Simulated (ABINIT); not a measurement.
# TiO2 (Rutile): G0W0 with ABINIT, start to end

Aim: the G0W0 gap of TiO2 (Rutile) on LDA, step by step.

Program: ABINIT 10.8.3. Level of theory: LDA and many-body steps on it, plane waves. Results are calculated unless marked as measured.

**What was measured.**

- Gap 3.09 ± 0.06 eV: optical gap from Tauc plot assuming indirect allowed transition; UV/vis diffuse reflectance, Kubelka-Munk and Tauc analysis; film (30 nm ALD shell on quartz particles, grown at 200 C, annealed in air at 500 C; rutile-rich with some anatase) on SiO2 (quartz particles) (“Defect-Mediated Crystallization of the Particulate TiO2 Photocatalyst Grown by Atomic Layer Deposition”, 2024, pmc:11726664).

- Gap 3.05 eV: band gap; bulk crystal (literature experimental value) (quoted in “Hydrogen related defects in titanium dioxide at the interface to palladium”, 2021, arxiv:2112.05953).

- Gap 3.28 eV: optical bandgap after anatase to rutile transformation; spectroscopic ellipsometry; film (polycrystalline sol-gel film on Si(100), annealed at high temperature below 800 °C) (“Photocatalytic Performance of Sol-Gel Prepared TiO2 Thin Films Annealed at Various Temperatures”, 2023, pmc:10419699).

- Gap 3.03 eV: experimental band gap, quoted; bulk crystal (quoted in “Polaron-induced phonon localization and stiffening in rutile TiO2”, 2016, arxiv:1612.05679).

Report form: the programs' logs are mostly left out.

### Step 1. The starting structure

Symmetry: P4_2/mnm, No. 136, tetragonal system. Conventional cell: a = 4.592 Å, b = 4.592 Å, c = 2.957 Å, α = 90.00°, β = 90.00°, γ = 90.00°. Nearest to Ti lie 6 O at 1.95 to 1.98 Å. Nearest to O lie 3 Ti at 1.95 to 1.98 Å. Farther neighbours and most contacts between anions are not listed.

The cell and positions come from the Crystallography Open Database and are kept as given unless a step says otherwise.

### Step 2. Ground state

This step: ABINIT 10.8.3; DFT, LDA, plane waves, norm-conserving pseudopotentials.

The ground-state density comes first.

Contents of run.abi:

```
acell 3*1.0 Angstrom
rprim 
  4.592200000000 0.000000000000 0.000000000000
  0.000000000000 4.592200000000 0.000000000000
  0.000000000000 0.000000000000 2.957400000000
ntypat 2
znucl 22 8
natom 6
typat 1 1 2 2 2 2
xred 
  0.000000000000 0.000000000000 0.000000000000
  0.500000000000 0.500000000000 0.500000000000
  0.304960000000 0.304960000000 0.000000000000
  0.195040000000 0.804960000000 0.500000000000
  0.695040000000 0.695040000000 0.000000000000
  0.804960000000 0.195040000000 0.500000000000
pp_dirpath "pseudos"
pseudos "Ti.upf, O.upf"
ecut 38
ngkpt 4 4 8
nshiftk 1
shiftk 0 0 0
kptopt 1
chksymbreak 0
nband 31
occopt 1
tolvrs 1e-10
nstep 60
prtwf 0
optforces 0
optstress 0
indata_prefix "in"
outdata_prefix "out"
tmpdata_prefix "tmp"
```

Command:

```sh
$ OMP_NUM_THREADS=1 mpirun -n 4 abinit run.abi > log
```

Wall time 65 s (4 MPI ranks of Arm Neoverse V1, shared host); peak memory 0.36 GiB.

Numbers from this step:

* total energy: -5036.7261 eV
* gap: 1.836 eV
* k of the valence top: 0, 0, 0
* k of the conduction bottom: 0, 0, 0
* least direct gap: 1.836 eV

The gap is direct, at Γ.

### Step 3. Bands along the symmetry lines

Levels along a band path, at the cheap level, show where the edges lie and whether the meshes to come will hold them.

Contents of run.abi:

```
acell 3*1.0 Angstrom
rprim 
  4.592200000000 0.000000000000 0.000000000000
  0.000000000000 4.592200000000 0.000000000000
  0.000000000000 0.000000000000 2.957400000000
ntypat 2
znucl 22 8
natom 6
typat 1 1 2 2 2 2
xred 
  0.000000000000 0.000000000000 0.000000000000
  0.500000000000 0.500000000000 0.500000000000
  0.304960000000 0.304960000000 0.000000000000
  0.195040000000 0.804960000000 0.500000000000
  0.695040000000 0.695040000000 0.000000000000
  0.804960000000 0.195040000000 0.500000000000
pp_dirpath "pseudos"
pseudos "Ti.upf, O.upf"
ecut 38
iscf -2
irdden 1
kptopt 0
nkpt 75
kpt 
  0.00000000 0.00000000 0.00000000
  0.00000000 0.06250000 0.00000000
  0.00000000 0.12500000 0.00000000
  0.00000000 0.18750000 0.00000000
  0.00000000 0.25000000 0.00000000
  0.00000000 0.31250000 0.00000000
  0.00000000 0.37500000 0.00000000
  0.00000000 0.43750000 0.00000000
  0.00000000 0.50000000 0.00000000
  0.06250000 0.50000000 0.00000000
  0.12500000 0.50000000 0.00000000
  0.18750000 0.50000000 0.00000000
  0.25000000 0.50000000 0.00000000
  0.31250000 0.50000000 0.00000000
  0.37500000 0.50000000 0.00000000
  0.43750000 0.50000000 0.00000000
  0.50000000 0.50000000 0.00000000
  0.43750000 0.43750000 0.00000000
  0.37500000 0.37500000 0.00000000
  0.31250000 0.31250000 0.00000000
  0.25000000 0.25000000 0.00000000
  0.18750000 0.18750000 0.00000000
  0.12500000 0.12500000 0.00000000
  0.06250000 0.06250000 0.00000000
  0.00000000 0.00000000 0.00000000
  0.00000000 0.00000000 0.06250000
  0.00000000 0.00000000 0.12500000
  0.00000000 0.00000000 0.18750000
  0.00000000 0.00000000 0.25000000
  0.00000000 0.00000000 0.31250000
  0.00000000 0.00000000 0.37500000
  0.00000000 0.00000000 0.43750000
  0.00000000 0.00000000 0.50000000
  0.00000000 0.06250000 0.50000000
  0.00000000 0.12500000 0.50000000
  0.00000000 0.18750000 0.50000000
  0.00000000 0.25000000 0.50000000
  0.00000000 0.31250000 0.50000000
  0.00000000 0.37500000 0.50000000
  0.00000000 0.43750000 0.50000000
  0.00000000 0.50000000 0.50000000
  0.06250000 0.50000000 0.50000000
  0.12500000 0.50000000 0.50000000
  0.18750000 0.50000000 0.50000000
  0.25000000 0.50000000 0.50000000
  0.31250000 0.50000000 0.50000000
  0.37500000 0.50000000 0.50000000
  0.43750000 0.50000000 0.50000000
  0.50000000 0.50000000 0.50000000
  0.43750000 0.43750000 0.50000000
  0.37500000 0.37500000 0.50000000
  0.31250000 0.31250000 0.50000000
  0.25000000 0.25000000 0.50000000
  0.18750000 0.18750000 0.50000000
  0.12500000 0.12500000 0.50000000
  0.06250000 0.06250000 0.50000000
  0.00000000 0.00000000 0.50000000
  0.00000000 0.50000000 0.00000000
  0.00000000 0.50000000 0.06250000
  0.00000000 0.50000000 0.12500000
  0.00000000 0.50000000 0.18750000
  0.00000000 0.50000000 0.25000000
  0.00000000 0.50000000 0.31250000
  0.00000000 0.50000000 0.37500000
  0.00000000 0.50000000 0.43750000
  0.00000000 0.50000000 0.50000000
  0.50000000 0.50000000 0.00000000
  0.50000000 0.50000000 0.06250000
  0.50000000 0.50000000 0.12500000
  0.50000000 0.50000000 0.18750000
  0.50000000 0.50000000 0.25000000
  0.50000000 0.50000000 0.31250000
  0.50000000 0.50000000 0.37500000
  0.50000000 0.50000000 0.43750000
  0.50000000 0.50000000 0.50000000
istwfk *1
nband 36
nbdbuf 7
tolwfr 1e-07
nstep 50
prtwf 0
prtvol 0
indata_prefix "in"
outdata_prefix "out"
tmpdata_prefix "tmp"
```

Elapsed: 53 s, on 4 MPI ranks; peak memory 0.45 GiB.

This step gave:

| Item | Value |
| --- | --- |
| gap | 1.836 eV |
| k of the valence top | 0, 0, 0 |
| k of the conduction bottom | 0, 0, 0 |
| least direct gap | 1.836 eV |

The gap is 1.836 eV, as in the run before at this level.

The electronic bands at the labelled points (eV, zero at the top of the highest filled band):

| point | band 21 | band 22 | band 23 | band 24 | band 25 | band 26 | band 27 | band 28 |
| --- | --- | --- | --- | --- | --- | --- | --- | --- |
| Γ | -0.71 | -0.46 | -0.46 | 0.00 | 1.84 | 2.12 | 2.39 | 2.48 |
| halfway | -1.46 | -1.08 | -0.83 | -0.24 | 2.14 | 2.45 | 2.71 | 2.78 |
| X | -1.66 | -1.66 | -0.75 | -0.75 | 2.51 | 2.51 | 3.01 | 3.01 |
| halfway | -1.49 | -1.49 | -1.11 | -1.11 | 2.24 | 2.24 | 2.75 | 2.75 |
| M | -1.32 | -1.32 | -1.08 | -1.08 | 1.88 | 1.88 | 2.51 | 2.51 |
| halfway | -1.76 | -1.15 | -1.14 | -0.41 | 1.91 | 2.49 | 2.55 | 3.02 |
| Γ | -0.71 | -0.46 | -0.46 | 0.00 | 1.84 | 2.12 | 2.39 | 2.48 |
| halfway | -1.80 | -1.51 | -1.51 | -0.48 | 2.20 | 2.53 | 2.82 | 3.13 |
| Z | -2.43 | -2.43 | -1.44 | -1.44 | 2.97 | 2.97 | 3.16 | 3.16 |
| halfway | -1.82 | -1.82 | -1.64 | -1.64 | 2.43 | 2.43 | 3.17 | 3.17 |
| R | -2.08 | -2.08 | -1.05 | -1.05 | 1.86 | 1.86 | 3.19 | 3.19 |
| halfway | -1.55 | -1.55 | -0.89 | -0.89 | 2.13 | 2.13 | 3.20 | 3.20 |
| A | -1.30 | -1.30 | -0.68 | -0.68 | 2.57 | 2.57 | 3.20 | 3.20 |
| halfway | -1.88 | -1.59 | -1.40 | -1.22 | 2.07 | 2.76 | 3.17 | 3.18 |
| Z | -2.43 | -2.43 | -1.44 | -1.44 | 2.97 | 2.97 | 3.16 | 3.16 |
| jump to X | -1.66 | -1.66 | -0.75 | -0.75 | 2.51 | 2.51 | 3.01 | 3.01 |
| halfway | -2.00 | -2.00 | -0.86 | -0.86 | 2.54 | 2.54 | 3.18 | 3.18 |
| R | -2.08 | -2.08 | -1.05 | -1.05 | 1.86 | 1.86 | 3.19 | 3.19 |
| jump to M | -1.32 | -1.32 | -1.08 | -1.08 | 1.88 | 1.88 | 2.51 | 2.51 |
| halfway | -1.82 | -1.82 | -1.37 | -1.37 | 2.67 | 2.67 | 2.86 | 2.86 |
| A | -1.30 | -1.30 | -0.68 | -0.68 | 2.57 | 2.57 | 3.20 | 3.20 |

### Step 4. Empty states on the mesh, 2×2×4 mesh, 119 bands

The sums over transitions need many empty states on a uniform mesh; this step solves for them.

Contents of run.abi:

```
acell 3*1.0 Angstrom
rprim 
  4.592200000000 0.000000000000 0.000000000000
  0.000000000000 4.592200000000 0.000000000000
  0.000000000000 0.000000000000 2.957400000000
ntypat 2
znucl 22 8
natom 6
typat 1 1 2 2 2 2
xred 
  0.000000000000 0.000000000000 0.000000000000
  0.500000000000 0.500000000000 0.500000000000
  0.304960000000 0.304960000000 0.000000000000
  0.195040000000 0.804960000000 0.500000000000
  0.695040000000 0.695040000000 0.000000000000
  0.804960000000 0.195040000000 0.500000000000
pp_dirpath "pseudos"
pseudos "Ti.upf, O.upf"
ecut 38
ngkpt 2 2 4
nshiftk 1
shiftk 0 0 0
kptopt 1
chksymbreak 0
iscf -2
irdden 1
istwfk *1
nband 119
nbdbuf 10
tolwfr 1e-09
nstep 60
prtvol 0
indata_prefix "in"
outdata_prefix "out"
tmpdata_prefix "tmp"
```

Elapsed: 46 s, on 4 MPI ranks; peak memory 0.34 GiB.

This step gave:

- gap: 1.836 eV
- k of the valence top: 0, 0, 0
- k of the conduction bottom: 0, 0, 0
- least direct gap: 1.836 eV
- k points computed: 9
- lowest point of the top converged band, above the valence top: 58.8732 eV

On this mesh the gap is 1.836 eV.

### Step 5. Screening, 2×2×4 mesh, 109 bands, screening to 106.1 eV

The RPA dielectric matrix is built and inverted for each q.

This step: RPA screening on LDA, plane waves, norm-conserving pseudopotentials.

run.abi, as its differences from that of step 4:

```diff
@@ -24,10 +24,11 @@
 chksymbreak 0
-iscf -2
-irdden 1
 istwfk *1
-nband 119
-nbdbuf 10
-tolwfr 1e-09
-nstep 60
-prtvol 0
+occopt 1
+irdwfk 1
+optdriver 3
+nband 109
+ecuteps 3.9
+inclvkb 2
+awtr 1
+symchi 1
 indata_prefix "in"
```

The job ended after 44 s (4 MPI ranks; peak memory 1.1 GiB; 3 min of CPU time).

Numbers from this step:

| Property | Result |
| --- | --- |
| ε∞ with local fields, on this mesh, along the program's q direction | 9.358 |
| the same without local fields | 9.754 |
| plasma frequency | 32.58 eV |
| plane waves in the screening matrix | 161 |

Local fields lower ε∞ by 4 %. On a Γ-centred mesh this coarse the value itself is usually too large, while a short band sum pulls it down.

### Step 6. Self-energy, 2×2×4 mesh, 109 bands, screening to 106.1 eV

The self-energy is evaluated for the states that the input lists, and the levels follow from it, in one-shot runs by the linearised quasiparticle equation.

This step: G0W0 on LDA, plane waves, norm-conserving pseudopotentials.

run.abi, as its differences from that of step 5:

```diff
@@ -27,8 +27,25 @@
 irdwfk 1
-optdriver 3
+optdriver 4
 nband 109
+gwcalctyp 0
+ecutsigx 38
+symsigma 1
+nkptgw 6
+kptgw 
+  0.0000000000 0.0000000000 0.0000000000
+  0.5000000000 0.0000000000 0.0000000000
+  0.5000000000 0.5000000000 0.0000000000
+  0.0000000000 0.0000000000 0.5000000000
+  0.5000000000 0.0000000000 0.5000000000
+  0.5000000000 0.5000000000 0.5000000000
+bdgw 
+  22 26
+  23 26
+  23 26
+  23 26
+  23 26
+  23 26
 ecuteps 3.9
-inclvkb 2
-awtr 1
-symchi 1
+irdscr 1
+ppmodel 1
 indata_prefix "in"
```

Wall time 15 s (4 MPI ranks); peak memory 0.81 GiB.

This step gave:

| Quantity | Value |
| --- | --- |
| G0W0 gap on the mesh | 3.292 eV |
| starting gap on the mesh | 1.836 eV |
| k of the valence top | 0, 0, 0 |
| k of the conduction bottom | 0.5, 0, 0.5 |
| Z at the valence top | 0.767 |
| Z at the conduction bottom | 0.781 |
| least direct G0W0 gap on the computed points | 3.369 eV |

The gap on the mesh goes from 1.84 eV to 3.29 eV, a correction of +1.46 eV.

Limits: finite bands, cutoff and mesh; coarse k mesh. v1 is the top filled band, c1 the lowest empty one. The levels before and after the correction (eV, zero at the valence-band top of each column):

|  | conduction bottom | valence top |
| --- | --- | --- |
| Kohn-Sham | 1.84 | 0.00 |
| G0W0 | 3.29 | 0.00 |

|  | level | energy (eV) |
| --- | --- | --- |
| Kohn-Sham | Γ v3-v2 | -0.458 |
| Kohn-Sham | Γ v1 | 0.000 |
| Kohn-Sham | Γ c1 | 1.836 |
| Kohn-Sham | Γ c2 | 2.119 |
| Kohn-Sham | (0.5 0 0.5) v2-v1 | -1.048 |
| Kohn-Sham | (0.5 0 0.5) c1-c2 | 1.860 |
| G0W0 | Γ v3-v2 | -0.494 |
| G0W0 | Γ v1 | 0.000 |
| G0W0 | Γ c1 | 3.369 |
| G0W0 | Γ c2 | 3.595 |
| G0W0 | (0.5 0 0.5) v2-v1 | -1.191 |
| G0W0 | (0.5 0 0.5) c1-c2 | 3.292 |

### Step 7. Where the time went

Times are wall times on 4 MPI ranks of Arm Neoverse V1, shared host, good to a factor of about two.

| step | time | share | memory (GiB) |
| --- | --- | --- | --- |
| ground state | 65 s | 29 % | 0.36 |
| bands along the symmetry lines | 53 s | 24 % | 0.45 |
| empty states on the mesh | 46 s | 20 % | 0.34 |
| screening | 44 s | 20 % | 1.1 |
| self-energy | 15 s | 7 % | 0.81 |

### Step 8. Summary of results

| Item | Value |
| --- | --- |
| LDA gap | 1.84 eV, direct |
| G0W0 gap on the mesh | 3.29 eV |
| GW settings | 2×2×4 mesh, 109 bands, screening to 106.1 eV, Godby-Needs plasmon pole |
| known limits | not at the basis limit; coarse k mesh |

What this shows: G0W0 moves the gap on the mesh from 1.84 eV to 3.29 eV (+1.46 eV), with Z of 0.77 and 0.78 at the edges. Local fields lower the RPA ε∞ on this mesh from 9.75 to 9.36; a Γ-centred mesh this coarse tends to raise both, most where the direct gap is narrow, while a short band sum lowers them. G0W0 makes the gap indirect: the least direct gap computed is 3.37 eV. Against experiment, by G0W0@LDA: the gap of 3.29 eV lies +0.20 eV from the measured 3.09 ± 0.06 eV (indirect, on SiO2 (quartz particles), 2024); the gap of 3.29 eV lies +0.24 eV from the measured 3.05 eV (kind not stated, quoted 2021); the gap of 3.29 eV lies +0.01 eV from the measured 3.28 eV (optical, 2023); the gap of 3.29 eV lies +0.26 eV from the measured 3.03 eV (kind not stated, quoted 2016). An exciton line or allowed optical edge lies below the quasiparticle gap by the binding energy; a forbidden edge can push the onset above it. The calculation has static nuclei and no excitons; a measured gap holds zero-point and thermal motion, which mostly lowers it. Bands and cutoff are finite, so the gap is not at the basis limit. The miss can reach some tenths of an eV and take either sign; the mesh is an error of its own. The 2×2×4 mesh is coarse for this cell, which bears on the long-range parts of exchange and screening.

[Paths, hosts, dates, memory and timing lines, banners, echoed tables and standing remarks are left out of the program output.]

[Logs are printed without paths, hosts, clocks, repeated set-up lines and the standing remarks that a program may print on its own settings, such as how far it seeks lower states.]

[Runs of the session that timed out or met a known fault of the program may be left out.]

[Hosts, paths, dates, database ids (printed as entryN), source tags and the programs' standing remarks are cut or masked in the printed files.]

[G0W0 gaps are taken among the corrected bands and points alone; a level outside them can change the order at an edge.]

[Where Ansatz stands beside ABINIT at settings called matched, ABINIT's density can come from a denser mesh and the files from another edition; pairs whose starting gaps differed by over 0.03 eV were left out, so agreement reads better than it is.]
